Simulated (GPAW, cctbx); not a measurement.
# Bonding in BaCu2Pt as X-rays see it

Question: by how much does bonding change the X-ray structure factors of BaCu2Pt, how firmly does DFT give the change, and what does a routine refinement make of it?

The start was made by putting kin elements into a known structure type; the compound need not exist, or be stable, in this form. All numbers below are calculated.

## Step 1: Find the equilibrium geometry

The density hangs on the geometry, so cell and atoms are relaxed first, with the symmetry held. The cutoff is set higher than for the density because stress converges slowly with plane waves.

Settings: GPAW 26.7.0, PBE, 570 eV, 5×5×3 k-points (along the axes of the calculation cell), Fermi–Dirac width 0.1 eV, BFGS to 0.03 eV/Å.

```text
cell
1.0
    -4.075000000    0.000000000    0.000000000
     2.037500000   -5.272500000    0.000000000
     0.000000000    0.000000000    7.567000000
Pt Ba Cu
2 2 4
Direct
0.274100000 0.548200000 0.750000000
0.725900000 0.451800000 0.250000000
0.561100000 0.122200000 0.750000000
0.438900000 0.877800000 0.250000000
0.162600000 0.325200000 0.049800000
0.837400000 0.674800000 0.950200000
0.162600000 0.325200000 0.450200000
0.837400000 0.674800000 0.549800000
```

```console
$ OMP_NUM_THREADS=1 mpirun -n 4 gpaw python run.py > gpaw.log
```

```text
BFGS:    0      -32.525591        0.948076
BFGS:    1      -32.592405        0.917216
BFGS:    2      -32.984962        0.676705
BFGS:    3      -33.065430        0.717171
...
BFGS:   23      -33.571932        0.036324
BFGS:   24      -33.572069        0.031558
BFGS:   25      -33.572335        0.029312
cell  4.3207 6.1259 7.4911  90.00 90.00 110.65
volume 185.540 A^3, largest force 0.021 eV/A, largest stress 0.20 GPa
```

The cell moved far, while the k-mesh and basis were chosen for the start, so the final shape may be somewhat biased.

After 25 steps the volume has changed by +14.1 % and the energy by -1.047 eV; the largest stress left is 0.20 GPa. It took 44 min on 4 cores of Arm Neoverse N1 (shared host), peak memory 1.9 GiB.

Relaxed structure: Cmcm (no. 63), a = 4.3207 Å, b = 11.4647 Å, c = 7.4911 Å, α = 90.00°, β = 90.00°, γ = 90.00°.

| atom | mult. | x | y | z |
| --- | --- | --- | --- | --- |
| Pt1 | 4 | 1/2 | 0.2167 | 1/4 |
| Ba1 | 4 | 0 | 0.4428 | 1/4 |
| Cu1 | 8 | 1/2 | 0.3035 | 0.5677 |

## Step 2: Density and charge transfer

X-rays see the whole electron density, so the PAW density is rebuilt with its core regions. Subtracting spherical free atoms from the same code cancels the cores and leaves the deformation density Δρ, the part due to bonding.

Settings: PBE, 450 eV, 6×6×3 k-points (along the axes of the calculation cell), Fermi–Dirac width 0.1 eV; primitive cell of 8 atoms.

```console
$ OMP_NUM_THREADS=1 mpirun -n 4 gpaw python run.py > gpaw.log
```

```text
|iter:   1|       0s |  -38.514958 | +0.39 |       |
|iter:   2|       9s |  -35.886247 | -0.89 | -0.97 |
|iter:   3|      17s |  -33.925471 | -1.35 | -1.12 |
...
|iter:  11|      86s |  -33.325274c| -6.05 | -3.99 |
|iter:  12|      95s |  -33.325273c| -6.93 | -4.49c|
|iter:  13|     104s |  -33.325270c| -7.50c| -4.89c|
```

```text
gpts.py:43: UserWarning: Initial realspace grid (24,30,40) inconsistent with symmetries.
gpts.py:43: UserWarning: Initial realspace grid (24,30,40) inconsistent with symmetries.
gpts.py:43: UserWarning: Initial realspace grid (24,30,40) inconsistent with symmetries.
gpts.py:43: UserWarning: Initial realspace grid (24,30,40) inconsistent with symmetries.
gpts.py:70: UserWarning: Using symmetrized grid: (30,30,40).
gpts.py:70: UserWarning: Using symmetrized grid: (30,30,40).
gpts.py:70: UserWarning: Using symmetrized grid: (30,30,40).
gpts.py:70: UserWarning: Using symmetrized grid: (30,30,40).
grid (60, 60, 80)  electrons 384.000  moved by bonding 1.818 e
deformation density beyond 0.5 A of the nuclei: max 0.056, min -0.170 e/A^3
atom        x       y       z   Voronoi charge  moment
Pt1    0.2833  0.5665  0.2500     -0.130       0.00
Pt2    0.7167  0.4335  0.7500     -0.130       0.00
Ba3    0.5572  0.1144  0.2500      0.136       0.00
Ba4    0.4428  0.8856  0.7500      0.136       0.00
Cu5    0.1965  0.3930  0.5677     -0.003       0.00
Cu6    0.8035  0.6070  0.4323     -0.003       0.00
Cu7    0.1965  0.3930  0.9323     -0.003       0.00
Cu8    0.8035  0.6070  0.0677     -0.003       0.00
mean inner potential of superposed free atoms 20.158 V
total magnetic moment 0.000 muB
```

Deformation density in a plane through the shortest contact of the Pt atom at the origin, in 0.01 e/Å³ (clipped at ±99); x from -1.6 to 4.2 Å, y from 2.4 down to -2.4 Å:

```text
  0   0   1   2   2  -5   .   .   .  -5   5   2  -4 -12 -12  -2
  0   0   1   3   2  -3 -15   . -16  -4   4   2  -2  -5 -15  -6
  1   1   2   4   4   3  -2  -7  -5   1   4   4   0  -2  -4  -3
  3   3   4   3   3   5   5   4   3   3   3   4   5   4   1   2
  4   5   2  -2  -6  -4   1   5   4   2  -3  -4   1   4   4   3
  4   4  -3 -10   . -13  -5   3   4  -4 -14   . -11  -1   2   2
  4   4  -5   .   .   . -11   2   5  -6   .   .   .  -4   1   2
  3   4  -2 -14   .  -5  -5   2   4  -4 -15   . -10  -1   2   2
  3   5   2  -2  -6  -3   0   4   4   1  -3  -4   1   3   3   2
  3   3   5   5   3   3   4   3   3   3   2   3   4   4   3   3
  0  -2  -1   3   5   4   2   1   1   2   3   3   3   2   2   3
 -4  -7  -8  -3   2   3   1   0   0   1   2   3   3   2   2   2
 -5 -10  -9  -5   2   3   1   0   1   1   2   3   3   2   2   2
```

Atoms in or within 0.15 Å of the plane: Pt (0.0, 0.0), Cu (2.6, 0.0), Cu (1.1, 2.3) Å. Dots mark points within about 0.45 Å of a nucleus; large values next to them are atomic features.

Pt gains most (-0.13 e) and Ba loses most (+0.14 e), as electronegativity suggests. Along the shortest contact from the Pt atom at the map's origin, Pt–Cu at 2.57 Å, Δρ is +0.05 e/Å³ at the midpoint: little piles up between the atoms, as is usual in a metallic crystal, which this run finds. At the midpoints of other shortest contacts it is +0.03 (Cu–Cu, 2.68 Å), 0.00 (Ba–Cu, 3.14 Å) and +0.03 (Pt–Ba, 3.14 Å) e/Å³. Point values carry grid noise of about 0.01 e/Å³. The run needed 13 iterations, 2.2 min.

## Step 3: Structure factors

The Fourier components of Δρ, added to those of the free atoms, give the static X-ray structure factors; the Mott–Bethe relation turns them into the Fourier components V of the potential that fast electrons feel.

```text
static structure factors of the conventional cell: F in electrons, V (Mott-Bethe) in volts
   h  k  l      d  |F| table  |F| free   |F| DFT   change   |V| free  |V| DFT  change %
   0  2  0  5.7324   289.631   288.958   289.567    0.609     3.687    3.440     -6.7
   0  2  1  4.5524    41.385    41.001    40.952   -0.049     0.558    0.545     -2.3
   1  1  0  4.0431   176.255   176.533   177.110    0.576     4.310    4.193     -2.7
   0  0  2  3.7456   345.426   345.681   346.599    0.917     6.481    6.322     -2.5
   1  1  1  3.5580   129.875   129.863   130.023    0.160     0.959    0.934     -2.6
   0  2  2  3.1355     8.970     9.194     9.197    0.004     1.488    1.488      0.0
   0  4  0  2.8662   251.623   251.291   250.414   -0.877     4.004    4.093      2.2
   1  3  0  2.8625    92.657    91.942    91.458   -0.484     2.752    2.801      1.8
   1  1  2  2.7477   269.682   269.441   269.260   -0.181     5.171    5.188      0.3
   0  4  1  2.6769   457.435   456.908   455.630   -1.279     7.965    8.079      1.4
   1  3  1  2.6740   335.967   336.099   335.803   -0.296     5.554    5.580      0.5
   0  2  3  2.2893   118.148   117.508   116.890   -0.618     2.697    2.737      1.5
   0  4  2  2.2762   169.536   169.628   169.387   -0.241     2.239    2.254      0.7
   1  3  2  2.2744   171.709   170.853   169.563   -1.290     2.284    2.366      3.6
```

The largest X-ray change is -1.29 e on 132, 0.8 % of |F|. For electrons V goes as (Z − F)/g², so a change of F counts against Z − F, which is small at low angle and wherever the atoms' terms cancel: |V| of 020 moves by -6.7 % (3.69 to 3.44 V) against +0.2 % in |F|. The last three rows still change by up to 1.29 e; the table stops while the angles are still low. The tabulated Hartree–Fock atoms differ from the free DFT atoms by up to 0.86 e, so the choice of reference atom matters too.

## Step 4: Which functional?

The same geometry is run with other functionals, to see whether the bonding signal is larger than the spread between approximations. Free atoms are LDA for LDA and PBE otherwise. Any other changed setting is in the row's label.

```csv
run,ΔF 041 (e),ΔF 002 (e),ΔF 040 (e),q(Pt) (e),moved (e),time
PBE,-1.279,+0.917,-0.877,-0.130,1.818,2.2 min
LDA,-1.264,+0.895,-0.858,-0.128,1.818,2.1 min
RPBE,-1.239,+0.963,-0.874,-0.141,1.819,2.2 min
```

At the base's settings ΔF(041) spans -1.279 to -1.239 e, a spread of 3 % of the PBE value; over the three listed reflections the spread is at most 7 %, so sign and size hold across the functionals. Times are from shared hosts.

## Step 5: Refining ordinary atoms against data with bonding

Routine crystallography fits spherical atoms. To see the bias, intensities are simulated from tabulated atoms plus the DFT change ΔF, so that bonding alone can misfit (8384 reflections of the full sphere, merged to the counts below, to 0.45 Å, 1 % proportional noise plus counting noise, assumed isotropic U as listed, Δρ smeared by the mean U) and refined with cctbx over different ranges.

```
                    range  data      R1  GooF  U Pt1 (true 0.007)  U Ba1 (true 0.008)  U Cu1 (true 0.0103)  largest shift (Å)  Δρ max, min (e/Å³)
                 all data  1198  0.0057  0.99              0.0070              0.0080               0.0103             0.0002         0.55, -0.70
 low resolution, d > 0.84   205  0.0039  1.05              0.0068              0.0078               0.0103             0.0008         0.19, -0.28
     high order, d < 0.75   921  0.0067  0.95              0.0070              0.0080               0.0103             0.0001         0.58, -0.56
occupancies free, d > 0.7   343  0.0039  0.98              0.0070              0.0080               0.0101             0.0007         0.26, -0.32
```

With all data GooF is 0.99, so at this noise the bonding hardly shows; the top residual peak, near noise level, lies 2.17 Å from Ba and 2.17 Å from Ba. No U is off by more than 3 s.u. at low resolution. With Pt1 held at 1 and the scale free, the other occupancies refine to Ba1 1.001(0.001) and Cu1 0.994(0.001), on sites that are all full: they absorb part of the misfit, and only ratios to the fixed site mean anything.

## Step 6: Answer

Bonding moves 1.82 e in the primitive cell of BaCu2Pt and changes the structure factors of the conventional cell in the table above by at most 1.29 e (132, 0.8 %). The shortest bond, Pt–Cu, has Δρ = +0.05 e/Å³ at its midpoint, with no localised bond charge. At the base's settings ΔF(041) spans -1.279 to -1.239 e, a spread of 3 % of the PBE value; over the three listed reflections the spread is at most 7 %, so sign and size hold across the functionals. With all data GooF is 0.99, so at this noise the bonding hardly shows. Limits: static density, frozen cores, no spin–orbit coupling.

[Outputs are excerpts: Python notices, other lines and further rows are left out; steps that failed or that the build refused (PBEsol, TPSS) are not shown.]

[Logs are printed without paths, hosts, clocks, repeated set-up lines and the standing remarks that a program may print on its own settings, such as how far it seeks lower states.]
